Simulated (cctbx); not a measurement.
## MnBiSbO4 across an absorption edge

Space group Pnma (no. 62), a = 9.8470 Å, b = 3.3010 Å, c = 12.6290 Å, α = 90.00°, β = 90.00°, γ = 90.00°.

```csv
atom,mult.,x,y,z,Ueq (Å²)
Bi1,4,0.4602,1/4,0.1122,0.0068
Sb1,4,0.3526,3/4,0.4443,0.0064
Mn1,4,0.1911,3/4,0.1663,0.0078
O1,4,0.0432,1/4,0.0998,0.0135
O2,4,0.2747,3/4,0.0055,0.0128
O3,4,0.0743,3/4,0.3211,0.0108
O4,4,0.3158,1/4,0.2299,0.0109
```

The model was made for the exercise: a known structure type with other elements put in, its volume estimated, not relaxed; displacement parameters are assumed.

Calculated with cctbx: free-atom f′ and f″ from the Sasaki tables, no fine structure; amplitudes in electrons.

| E (eV) | F 1 0 1 | F 1 1 1 | F 3 0 1 | F 1 0 3 |
| --- | --- | --- | --- | --- |
| 5939 | 97.6 | 134.0 | 308.5 | 185.4 |
| 6289 | 97.2 | 136.2 | 308.2 | 186.8 |
| 6419 | 97.4 | 137.8 | 307.2 | 187.9 |
| 6479 | 97.8 | 139.2 | 306.0 | 189.0 |
| 6509 | 98.3 | 140.4 | 304.9 | 190.0 |
| 6524 | 98.7 | 141.8 | 303.6 | 191.0 |
| 6531 | 99.2 | 143.0 | 302.5 | 191.9 |
| 6535 | 99.7 | 144.3 | 301.2 | 192.9 |
| 6543 | 99.4 | 143.4 | 302.1 | 192.5 |
| 6547 | 98.8 | 141.8 | 303.5 | 191.3 |
| 6554 | 98.3 | 140.5 | 304.8 | 190.2 |
| 6569 | 97.7 | 139.1 | 306.2 | 189.1 |
| 6599 | 97.0 | 137.7 | 307.6 | 188.0 |
| 6689 | 96.1 | 135.9 | 309.6 | 186.5 |
| 6939 | 94.8 | 134.1 | 311.6 | 184.9 |

**Question.** Which edge is crossed, and why do the reflections move as they do?

The K edge of Mn. The edge is at 6539 eV. f′ of Mn falls from -3.7 e at 6419 eV to -7.3 e at 4 eV below it, and f″ steps from 0.46 to 3.95 e across it. Over that approach |F| changes by +2 % (1 0 1), +5 % (1 1 1), -2 % (3 0 1) and +3 % (1 0 3): a reflection falls where Mn scatters in phase with the total and rises where it scatters against it; it hardly moves where the Mn term is small or cancels by symmetry. Above the edge the larger f″ enters the imaginary part, where it can add to or cancel the other atoms' f″. The structure is centrosymmetric, so Friedel mates stay equal.

[Logs are printed without paths, hosts, clocks, repeated set-up lines and the standing remarks that a program may print on its own settings, such as how far it seeks lower states.]
